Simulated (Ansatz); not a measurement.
**MoTe2 (001), 2H: a film clamped to its substrate**

A thin film takes the in-plane lattice of its substrate and is free along the normal. How do the free axis and the stress follow the misfit? The strained cell has c along the film normal; unstrained it is a = 3.4966 Å, b = 3.4966 Å, c = 13.7009 Å, α = 90.00°, β = 90.00°, γ = 120.00°, with 6 atoms.

Calculated with Ansatz 0.2.0, PBE-D3(BJ), PAW files of the set soft_1, cutoff 600 eV, Fermi–Dirac smearing 0.02 eV, k-mesh 9×9×2, no spin polarisation, no spin-orbit coupling.

Relaxed positions at 0 %:

```
atom       x       y       z
  Te  0.3333  0.6667  0.6174
  Te  0.6667  0.3333  0.1174
  Te  0.3333  0.6667  0.8826
  Te  0.6667  0.3333  0.3826
  Mo  0.3333  0.6667  0.2500
  Mo  0.6667  0.3333  0.7500
```

| ε∥ (%) | a (Å) | c (Å) | ε⊥ (%) | σ (GPa, tension positive) |
| --- | --- | --- | --- | --- |
| −3 | 3.3917 | 13.8955 | 1.420 | −5.32 |
| −2 | 3.4267 | 13.8296 | 0.940 | −3.40 |
| 0 | 3.4966 | 13.7009 | 0.000 | 0.00 |
| 1 | 3.5316 | 13.6389 | −0.452 | 1.52 |
| 2 | 3.5665 | 13.5787 | −0.891 | 2.93 |
| 3 | 3.6015 | 13.5173 | −1.340 | 4.24 |

**Question.** Fit both responses and give the free strain and the stress at −1 %, a row left out above.

Least squares with y = y0 + y1 ε + y2 ε² (ε in %) gives ε⊥ = 0.004 + (−0.4593) ε + (0.0042) ε² and σ = 0.00 + (1.590) ε + (−0.060) ε² GPa. The linear terms put the ratio of free to applied strain at −0.459 and the biaxial modulus at 159 GPa.

At −1 % the free strain comes out as 0.467 %. The run itself gives 0.470 %, so the estimate misses by 0.003 %; the fitted rows themselves lie up to 0.007 % off the law.

The stress comes out as −1.65 GPa. The run itself gives −1.63 GPa, so the estimate misses by 0.02 GPa; the fitted rows themselves lie up to 0.02 GPa off the law.

With c as the unique axis, zero normal stress gives ε⊥/ε∥ = −2C13/C33 for relaxed atoms, so 2C13/C33 is about 0.46.

The negative ε² term means that the crystal stiffens in compression and softens in tension.

[Logs are printed without paths, hosts, clocks, repeated set-up lines and the standing remarks that a program may print on its own settings, such as how far it seeks lower states.]
